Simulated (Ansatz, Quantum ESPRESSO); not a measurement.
# Rh: work function by face, part 2 of 6

Aim: the work function of the low-index faces of Rh, their order, and how far the functional matters.

Quantum ESPRESSO 7.5; plane-wave DFT, PBE, GBRV ultrasoft pseudopotentials; geometry and cross-check by Ansatz 0.2.0 with PAW datasets.

So far. Step 2 (Relaxation with Ansatz of (111)):  Held were the atoms numbered 3; the forces quoted are those on the free ones.

## Step 3: Self-consistent run of (111), PBE

Both faces of the slab are alike, so a plain periodic cell serves and symmetry is kept.

Level of this step: plane-wave DFT, PBE, GBRV ultrasoft pseudopotentials (Quantum ESPRESSO 7.5).

Input file 111.pbe.in:

```
&control
  prefix = '111.pbe'
  outdir = './out'
  pseudo_dir = './pseudo'
  calculation = 'scf'
  tprnfor = .true.
/
&system
  ibrav = 0
  nat = 5
  ntyp = 1
  ecutwfc = 40
  ecutrho = 200
  occupations = 'smearing'
  smearing = 'mv'
  degauss = 0.02
/
&electrons
  conv_thr = 1e-07
  mixing_beta = 0.4
  electron_maxstep = 120
  mixing_mode = 'local-TF'
/
ATOMIC_SPECIES
  Rh  102.9055  rh_pbe_v1.4.uspp.F.UPF
CELL_PARAMETERS angstrom
  2.68700576847903 -0.00000000002887 0.00000000000000
  1.34350288426451 2.32701525560373 0.00000000000000
  0.00000000000000 0.00000000000000 24.77572409170000
ATOMIC_POSITIONS crystal
  Rh  0.666666666667 0.666666666667 0.322361937684
  Rh  0.000000000000 -0.000000000000 0.410558521806
  Rh  0.333333333333 0.333333333333 0.500000000000
  Rh  0.666666666667 0.666666666667 0.589441464863
  Rh  0.000000000000 -0.000000000000 0.677638032810
K_POINTS automatic
  12 12 1 0 0 0
```

Started as:

```sh
$ OMP_NUM_THREADS=1 mpirun -n 4 pw.x -nk 4 -in 111.pbe.in > 111.pbe.out
```

Log:

```text
Program PWSCF v.7.5 starts
[citation notice left out]

     Parallel version (MPI & OpenMP), running on       4 processor cores
     Number of MPI processes:                 4
     Threads/MPI process:                     1

     MPI processes distributed on     1 nodes
[...]
Current dimensions of program PWSCF are:
     Max number of different atomic species (ntypx) = 10
     Max number of k-points (npk) =  40000
     Max angular momentum in pseudopotentials (lmaxx) =  4
     Message from routine setup:
     using ibrav=0 with symmetry is DISCOURAGED, use correct ibrav instead

     K-points division:     npool     =       4
     Subspace diagonalization in iterative solution of the eigenvalue problem:
     a serial algorithm will be used

     G-vector sticks info
     --------------------
     sticks:   dense  smooth     PW     G-vecs:    dense   smooth      PW
     Sum         361     283     91                50119    35679    6739

     Using Slab Decomposition

     bravais-lattice index     =            0
     lattice parameter (alat)  =       5.0777  a.u.
     unit-cell volume          =    1045.4200 (a.u.)^3
     number of atoms/cell      =            5
     number of atomic types    =            1
     number of electrons       =        75.00
     number of Kohn-Sham states=           46
     kinetic-energy cutoff     =      40.0000  Ry
     charge density cutoff     =     200.0000  Ry
     scf convergence threshold =      1.0E-07
     mixing beta               =       0.4000
     number of iterations used =            8  local-TF  mixing
     Exchange-correlation=  SLA  PW   PBX  PBC
                           (   1   4   3   4   0   0   0)

     celldm(1)=   5.077705  celldm(2)=   0.000000  celldm(3)=   0.000000
     celldm(4)=   0.000000  celldm(5)=   0.000000  celldm(6)=   0.000000

     crystal axes: (cart. coord. in units of alat)
               a(1) = (   1.000000  -0.000000   0.000000 )
               a(2) = (   0.500000   0.866025   0.000000 )
               a(3) = (   0.000000   0.000000   9.220570 )

     reciprocal axes: (cart. coord. in units 2 pi/alat)
               b(1) = (  1.000000 -0.577350  0.000000 )
               b(2) = (  0.000000  1.154701 -0.000000 )
               b(3) = ( -0.000000  0.000000  0.108453 )

     PseudoPot. # 1 for Rh read from file:
     ./pseudo/rh_pbe_v1.4.uspp.F.UPF
     Pseudo is Ultrasoft + core correction, Zval = 15.0
     Generated by new atomic code, or converted to UPF format
     Using radial grid of  969 points,  7 beta functions with:
                l(1) =   0
                l(2) =   0
                l(3) =   1
                l(4) =   1
                l(5) =   2
                l(6) =   2
                l(7) =   2
     Q(r) pseudized with  8 coefficients,  rinner =    1.200   1.200   1.200
                                                       1.200   1.200

     atomic species   valence    mass     pseudopotential
     Rh               15.00   102.90550     Rh( 1.00)

     12 Sym. Ops., with inversion, found ( 6 have fractional translation)

   Cartesian axes

     site n.     atom                  positions (alat units)
         1        Rh     tau(   1) = (   1.0000000   0.5773503   2.9723607  )
         2        Rh     tau(   2) = (   0.0000000   0.0000000   3.7855835  )
         3        Rh     tau(   3) = (   0.5000000   0.2886751   4.6102849  )
         4        Rh     tau(   4) = (   1.0000000   0.5773503   5.4349861  )
         5        Rh     tau(   5) = (   0.0000000   0.0000000   6.2482087  )

     number of k points=    19  Marzari-Vanderbilt smearing, width (Ry)=  0.0200
                       cart. coord. in units 2pi/alat
        k(    1) = (   0.0000000   0.0000000   0.0000000), wk =   0.0138889
        k(    2) = (   0.0000000   0.0962250   0.0000000), wk =   0.0833333
        k(    3) = (   0.0000000   0.1924501   0.0000000), wk =   0.0833333
        k(    4) = (   0.0000000   0.2886751   0.0000000), wk =   0.0833333
        k(    5) = (   0.0000000   0.3849002   0.0000000), wk =   0.0833333
        k(    6) = (   0.0000000   0.4811252   0.0000000), wk =   0.0833333
        k(    7) = (  -0.0000000  -0.5773503   0.0000000), wk =   0.0416667
        k(    8) = (   0.0833333   0.1443376   0.0000000), wk =   0.0833333
        k(    9) = (   0.0833333   0.2405626   0.0000000), wk =   0.1666667
        k(   10) = (   0.0833333   0.3367877   0.0000000), wk =   0.1666667
[...]
k(   19) = (   0.3333333  -0.5773503   0.0000000), wk =   0.0277778

     Dense  grid:    50119 G-vectors     FFT dimensions: (  24,  24, 216)

     Smooth grid:    35679 G-vectors     FFT dimensions: (  24,  24, 192)

     Estimated max dynamical RAM per process >     115.96 MB

     Estimated total dynamical RAM >     427.15 MB

     Initial potential from superposition of free atoms

     starting charge      72.4995, renormalised to      75.0000

     negative rho (up, down):  3.009E-01 0.000E+00
     Starting wfcs are   60 randomized atomic wfcs

     total cpu time spent up to now is        1.4 secs

     per-process dynamical memory:    52.9 Mb

     Self-consistent Calculation

     iteration #  1     ecut=    40.00 Ry     beta= 0.40
     Davidson diagonalization with overlap
     ethr =  1.00E-02,  avg # of iterations =  3.3

     negative rho (up, down):  3.069E-01 0.000E+00

     total cpu time spent up to now is        4.4 secs

     total energy              =    -856.03833509 Ry
     estimated scf accuracy    <       3.34138689 Ry

     iteration #  2     ecut=    40.00 Ry     beta= 0.40
[...]
negative rho (up, down):  3.181E-01 0.000E+00

[...]
total energy              =    -855.73565873 Ry
     estimated scf accuracy    <       0.95310679 Ry

     iteration #  3     ecut=    40.00 Ry     beta= 0.40
[...]
negative rho (up, down):  3.209E-01 0.000E+00

[...]
total energy              =    -855.88216070 Ry
     estimated scf accuracy    <       0.09504199 Ry

     iteration #  4     ecut=    40.00 Ry     beta= 0.40
[...]
negative rho (up, down):  3.222E-01 0.000E+00

[...]
total energy              =    -855.88658891 Ry
     estimated scf accuracy    <       0.02265160 Ry

     iteration #  5     ecut=    40.00 Ry     beta= 0.40
[...]
negative rho (up, down):  3.236E-01 0.000E+00

[...]
total energy              =    -855.88732201 Ry
     estimated scf accuracy    <       0.00260969 Ry

     iteration #  6     ecut=    40.00 Ry     beta= 0.40
[...]
negative rho (up, down):  3.219E-01 0.000E+00

[...]
total energy              =    -855.88722722 Ry
     estimated scf accuracy    <       0.00141826 Ry

     iteration #  7     ecut=    40.00 Ry     beta= 0.40
[...]
negative rho (up, down):  3.146E-01 0.000E+00

[...]
total energy              =    -855.88790889 Ry
     estimated scf accuracy    <       0.00220928 Ry

     iteration #  8     ecut=    40.00 Ry     beta= 0.40
[...]
negative rho (up, down):  3.117E-01 0.000E+00

[...]
total energy              =    -855.88616736 Ry
     estimated scf accuracy    <       0.00406352 Ry

     iteration #  9     ecut=    40.00 Ry     beta= 0.40
[...]
negative rho (up, down):  3.077E-01 0.000E+00

[...]
total energy              =    -855.88659225 Ry
     estimated scf accuracy    <       0.00016416 Ry

     iteration # 10     ecut=    40.00 Ry     beta= 0.40
[...]
negative rho (up, down):  3.072E-01 0.000E+00

[...]
total energy              =    -855.88657255 Ry
     estimated scf accuracy    <       0.00032324 Ry

     iteration # 11     ecut=    40.00 Ry     beta= 0.40
[...]
negative rho (up, down):  3.070E-01 0.000E+00

[...]
total energy              =    -855.88660666 Ry
     estimated scf accuracy    <       0.00000431 Ry

     iteration # 12     ecut=    40.00 Ry     beta= 0.40
[...]
negative rho (up, down):  3.068E-01 0.000E+00

[...]
total energy              =    -855.88660780 Ry
     estimated scf accuracy    <       0.00000177 Ry

     iteration # 13     ecut=    40.00 Ry     beta= 0.40
[...]
negative rho (up, down):  3.068E-01 0.000E+00

[...]
total energy              =    -855.88660816 Ry
     estimated scf accuracy    <       0.00000018 Ry

     iteration # 14     ecut=    40.00 Ry     beta= 0.40
[...]
negative rho (up, down):  3.068E-01 0.000E+00

[...]
End of self-consistent calculation

          k = 0.0000 0.0000 0.0000 (  4451 PWs)   bands (ev):

   -40.3949 -40.1886 -39.9280 -39.8428 -39.8428 -39.8254 -39.8254 -39.7633
   -39.7633 -39.5144 -39.5038 -39.4394 -39.4394 -39.4394 -39.4394  -0.9683
    -0.1028   0.5842   0.9118   0.9580   3.4070   3.5083   3.5939   3.5939
     3.7373   3.7373   3.7942   3.7942   3.9491   4.1670   4.1670   4.2116
     4.2116   5.1625   5.6337   5.6337   5.7422   5.7422   6.1805   6.1805
     6.7871   6.7871   6.9733   7.1115   7.1115   7.6139

          k = 0.0000 0.0962 0.0000 (  4411 PWs)   bands (ev):

   -40.3824 -40.1847 -39.9429 -39.8797 -39.8537 -39.8505 -39.8348 -39.8014
   -39.7709 -39.5106 -39.5033 -39.4759 -39.4749 -39.4483 -39.4482  -0.7260
     0.1308   0.7960   1.1378   1.1725   3.2305   3.3004   3.4456   3.6759
     3.7519   3.7685   3.8643   3.8702   3.9747   4.1097   4.1956   4.3150
     4.3872   4.7054   5.4319   5.4535   5.7823   5.7847   5.9559   6.1644
     6.1898   6.7937   6.8318   7.1260   8.0264   8.8350

          k = 0.0000 0.1925 0.0000 (  4413 PWs)   bands (ev):

   -40.3484 -40.1792 -40.0183 -39.9779 -39.9011 -39.8831 -39.8822 -39.8603
   -39.7919 -39.5785 -39.5779 -39.4992 -39.4945 -39.4726 -39.4726  -0.0740
     0.7163   1.2875   1.6399   1.7316   2.6923   3.0124   3.0685   3.2763
     3.6370   3.8411   4.0074   4.1155   4.1193   4.2849   4.3174   4.4803
     4.6377   4.8838   4.9450   5.2215   5.3378   5.5683   5.7771   6.2010
     6.3553   6.8020   7.1609   7.6726   9.2368  10.3843

          k = 0.0000 0.2887 0.0000 (  4465 PWs)   bands (ev):

   -40.3082 -40.2038 -40.1365 -40.1142 -39.9995 -39.9224 -39.9077 -39.8950
   -39.8212 -39.7097 -39.7063 -39.5058 -39.5057 -39.4905 -39.4883   0.6802
     1.1806   1.4481   1.8814   1.9545   2.3152   2.5385   2.9349   3.1613
     3.5621   3.8029   4.0874   4.1860   4.3773   4.5353   4.6623   4.7024
     4.9801   5.2345   5.2412   5.5940   5.6990   5.7811   6.0139   6.2808
     6.8041   6.8603   7.1991   8.5786  10.4471  11.9093

          k = 0.0000 0.3849 0.0000 (  4481 PWs)   bands (ev):

   -40.3296 -40.2958 -40.2532 -40.1757 -40.0547 -39.9612 -39.9431 -39.9295
   -39.8507 -39.8270 -39.8169 -39.5387 -39.5387 -39.4834 -39.4817   0.9520
     1.0277   1.2990   1.4255   1.7334   1.9712   2.1119   2.9302   3.3454
     3.7239   4.0122   4.0307   4.1011   4.6192   4.9152   5.4388   5.5371
     5.6367   6.0181   6.1584   6.2954   6.4834   6.4995   6.6584   6.7026
     6.8962   7.2497   7.5341   9.5201  11.6176  13.3795

          k = 0.0000 0.4811 0.0000 (  4477 PWs)   bands (ev):

   -40.4168 -40.3680 -40.3538 -40.1496 -40.0930 -39.9891 -39.9843 -39.9547
   -39.8964 -39.8737 -39.8725 -39.5627 -39.5626 -39.4785 -39.4773   0.6989
     0.8625   1.0606   1.1217   1.5237   1.6995   1.8056   2.7422   3.2812
     3.4911   3.8483   4.4079   4.5127   4.6699   5.4992   5.6393   6.1912
     6.4385   6.7981   6.9254   6.9850   7.0965   7.2697   7.3766   7.4164
     7.4761   8.3655   8.7445  10.3849  12.3240  14.6063

[...]
the Fermi energy is     6.6202 ev

!    total energy              =    -855.88660818 Ry
     estimated scf accuracy    <       0.00000003 Ry
     smearing contrib. (-TS)   =       0.00048134 Ry
     internal energy E=F+TS    =    -855.88708952 Ry

     The total energy is F=E-TS. E is the sum of the following terms:
     one-electron contribution =   -7896.17011122 Ry
     hartree contribution      =    3976.06121645 Ry
     xc contribution           =    -149.60134541 Ry
     ewald contribution        =    3213.82315066 Ry

     convergence has been achieved in  14 iterations

     negative rho (up, down):  3.068E-01 0.000E+00

     Forces acting on atoms (cartesian axes, Ry/au):

     atom    1 type  1   force =     0.00000000    0.00000000   -0.00015228
     atom    2 type  1   force =    -0.00000000   -0.00000000   -0.00000462
     atom    3 type  1   force =     0.00000000    0.00000000    0.00000000
     atom    4 type  1   force =     0.00000000    0.00000000    0.00000462
     atom    5 type  1   force =    -0.00000000   -0.00000000    0.00015228

     Total force =     0.000215     Total SCF correction =     0.000822
     SCF correction compared to forces is large: reduce conv_thr to get better values

[...]
=------------------------------------------------------------------------------=
   JOB DONE.
=------------------------------------------------------------------------------=
```

It took 42 s on 4 MPI ranks of Arm Neoverse V1, shared host; peak memory 0.4 GiB; 2.8 min of CPU time.

Read from the output:

* free energy: -11644.9305 eV
* Fermi energy: 6.620 eV

## Step 4: Potential by pp.x of (111)

plot_num = 11 writes the bare and Hartree potential. It leaves out exchange and correlation, which fade slowly, so it flattens close to the surface.

Input file 111.pbe.pot.in:

```
&inputpp
  prefix = '111.pbe'
  outdir = './out'
  filplot = '111.pbe.pot.dat'
  plot_num = 11
/
```

Started as:

```sh
$ OMP_NUM_THREADS=1 mpirun -n 4 pp.x -in 111.pbe.pot.in > 111.pbe.pot.out
```

Log:

```text
[banner, memory and clock lines left out]
Program POST-PROC v.7.5 starts

          URL

     ./out/111.pbe.save/

     IMPORTANT: XC functional enforced from input :
     Exchange-correlation= PBE
                           (   1   4   3   4   0   0   0)
     Any further DFT definition will be discarded
     Please, verify this is what you really want

     negative rho (up, down):  3.068E-01 0.000E+00

     Calling punch_plot, plot_num =  11
     Writing data to file  111.pbe.pot.dat
     Message from routine chdens:
     namelist plot not found or invalid, exiting
```

The job ended after 0.85 s (4 MPI ranks; peak memory 0.09 GiB; 3.1 s of CPU time).

Numbers from this step:

```
work function of the upper face                                       : 5.169 eV
slope of the potential above                                          : 2.77e-4 eV/Å
upper vacuum line continued to the top atoms, over the Fermi level    : 5.168 eV
work function of the lower face                                       : 5.169 eV
slope of the potential below                                          : -1.74e-4 eV/Å
lower vacuum line continued to the bottom atoms, over the Fermi level : 5.168 eV
```

Electrostatic potential energy of an electron; zero at the Fermi level. Potential energy, planar mean against z:

| z (Å) | potential energy, planar mean (eV) |
| --- | --- |
| 0.0 | 5.17 |
| 0.5 | 5.17 |
| 1.0 | 5.17 |
| 1.5 | 5.17 |
| 2.0 | 5.17 |
| 2.5 | 5.17 |
| 3.0 | 5.17 |
| 3.5 | 5.17 |
| 4.0 | 5.17 |
| 4.5 | 5.16 |
| 5.0 | 5.15 |
| 5.5 | 5.08 |
| 6.0 | 4.85 |
| 6.5 | 3.95 |
| 7.0 | 0.454 |
| 7.5 | -11.1 |
| 8.0 | -18.8 |
| 8.5 | -10.6 |
| 9.0 | -0.984 |
| 9.5 | -6.90 |
| 10.0 | -18.0 |
| 10.5 | -15.3 |
| 11.0 | -3.34 |
| 11.5 | -2.36 |
| 12.0 | -13.9 |
| 12.5 | -18.6 |
| 13.0 | -8.37 |
| 13.5 | -0.697 |
| 14.0 | -8.58 |
| 14.5 | -18.6 |
| 15.0 | -13.8 |
| 15.5 | -2.23 |
| 16.0 | -3.96 |
| 16.5 | -15.8 |
| 17.0 | -17.1 |
| 17.5 | -5.26 |
| 18.0 | 2.64 |
| 18.5 | 4.50 |
| 19.0 | 4.99 |
| 19.5 | 5.12 |
| 20.0 | 5.16 |
| 20.5 | 5.17 |
| 21.0 | 5.17 |
| 21.5 | 5.17 |
| 22.0 | 5.17 |
| 22.5 | 5.17 |
| 23.0 | 5.17 |
| 23.5 | 5.17 |
| 24.0 | 5.17 |
| 24.5 | 5.17 |

## Step 5: Ground state of (111), PBEsol

The same atoms under a second functional.

Level of this step: plane-wave DFT, PBEsol, GBRV ultrasoft pseudopotentials (Quantum ESPRESSO 7.5).

111.pbesol.in is the input of step 3 with these lines changed:

```diff
@@ -1,3 +1,3 @@
 &control
-  prefix = '111.pbe'
+  prefix = '111.pbesol'
   outdir = './out'
@@ -24,3 +24,3 @@
 ATOMIC_SPECIES
-  Rh  102.9055  rh_pbe_v1.4.uspp.F.UPF
+  Rh  102.9055  rh_pbesol_v1.4.uspp.F.UPF
 CELL_PARAMETERS angstrom
```

Started as:

```sh
$ OMP_NUM_THREADS=1 mpirun -n 4 pw.x -nk 4 -in 111.pbesol.in > 111.pbesol.out
```

Log:

```text
[banner, memory and clock lines left out]
Program PWSCF v.7.5 starts
[...]
Message from routine setup:
[...]
number of electrons       =        75.00
     number of Kohn-Sham states=           46
     kinetic-energy cutoff     =      40.0000  Ry
     charge density cutoff     =     200.0000  Ry
[...]
number of k points=    19  Marzari-Vanderbilt smearing, width (Ry)=  0.0200
[...]
Dense  grid:    50119 G-vectors     FFT dimensions: (  24,  24, 216)
[...]
negative rho (up, down):  2.931E-01 0.000E+00
     Starting wfcs are   60 randomized atomic wfcs
[...]
negative rho (up, down):  3.006E-01 0.000E+00
[...]
estimated scf accuracy    <       3.53000810 Ry
[...]
negative rho (up, down):  3.131E-01 0.000E+00
[...]
estimated scf accuracy    <       0.99756718 Ry
[...]
negative rho (up, down):  3.159E-01 0.000E+00
[...]
estimated scf accuracy    <       0.08756891 Ry
[...]
negative rho (up, down):  3.169E-01 0.000E+00
[...]
estimated scf accuracy    <       0.02214285 Ry
[...]
negative rho (up, down):  3.181E-01 0.000E+00
[...]
estimated scf accuracy    <       0.00276784 Ry
[...]
negative rho (up, down):  3.162E-01 0.000E+00
[...]
estimated scf accuracy    <       0.00153987 Ry
[...]
negative rho (up, down):  3.086E-01 0.000E+00
[...]
estimated scf accuracy    <       0.00314869 Ry
[...]
negative rho (up, down):  3.054E-01 0.000E+00
[...]
estimated scf accuracy    <       0.00472510 Ry
[...]
negative rho (up, down):  3.012E-01 0.000E+00
[...]
estimated scf accuracy    <       0.00015363 Ry
[...]
negative rho (up, down):  3.005E-01 0.000E+00
[...]
estimated scf accuracy    <       0.00035435 Ry
[...]
negative rho (up, down):  3.002E-01 0.000E+00
[...]
estimated scf accuracy    <       0.00000502 Ry
[...]
negative rho (up, down):  3.000E-01 0.000E+00
[...]
estimated scf accuracy    <       0.00000305 Ry
[...]
negative rho (up, down):  2.999E-01 0.000E+00
[...]
estimated scf accuracy    <       0.00000017 Ry
[...]
negative rho (up, down):  2.999E-01 0.000E+00
[...]
the Fermi energy is     6.4769 ev
!    total energy              =    -855.65388371 Ry
     estimated scf accuracy    <       0.00000007 Ry
     smearing contrib. (-TS)   =       0.00057503 Ry
     internal energy E=F+TS    =    -855.65445874 Ry
[...]
one-electron contribution =   -7896.34457475 Ry
     hartree contribution      =    3975.50573709 Ry
     xc contribution           =    -148.63877175 Ry
     ewald contribution        =    3213.82315066 Ry
     convergence has been achieved in  14 iterations
     negative rho (up, down):  2.999E-01 0.000E+00
[...]
Total force =     0.023796     Total SCF correction =     0.001496
[...]
```

Run time: 41 s. Hardware: 4 MPI ranks; peak memory 0.55 GiB.

Read from the output:

* free energy: -11641.7642 eV
* Fermi energy: 6.477 eV

## Step 6: Electrostatic potential of (111)

Input file 111.pbesol.pot.in:

```
&inputpp
  prefix = '111.pbesol'
  outdir = './out'
  filplot = '111.pbesol.pot.dat'
  plot_num = 11
/
```

Started as:

```sh
$ OMP_NUM_THREADS=1 mpirun -n 4 pp.x -in 111.pbesol.pot.in > 111.pbesol.pot.out
```

Wall time 0.86 s (4 MPI ranks); peak memory 0.1 GiB.

Read from the output:

- work function of the upper face: 5.306 eV
- slope of the potential above: 2.46e-4 eV/Å
- upper vacuum line continued to the top atoms, over the Fermi level: 5.304 eV
- work function of the lower face: 5.306 eV
- slope of the potential below: -1.53e-4 eV/Å
- lower vacuum line continued to the bottom atoms, over the Fermi level: 5.305 eV

On (111) the work function under PBEsol lies +0.14 eV from PBE's.

(Part 2 of 6 ends here.)

[Logs are printed without paths, hosts, clocks, repeated set-up lines and the standing remarks that a program may print on its own settings, such as how far it seeks lower states.]

[Hosts, paths, dates, database ids (printed as entryN), source tags and the programs' standing remarks are cut or masked in the printed files.]

[Maps of the electrostatic potential energy from Ansatz leave out the sawtooth potential of an applied field or a dipole correction, so their vacuum need not be flat; planar profiles and work functions include it.]
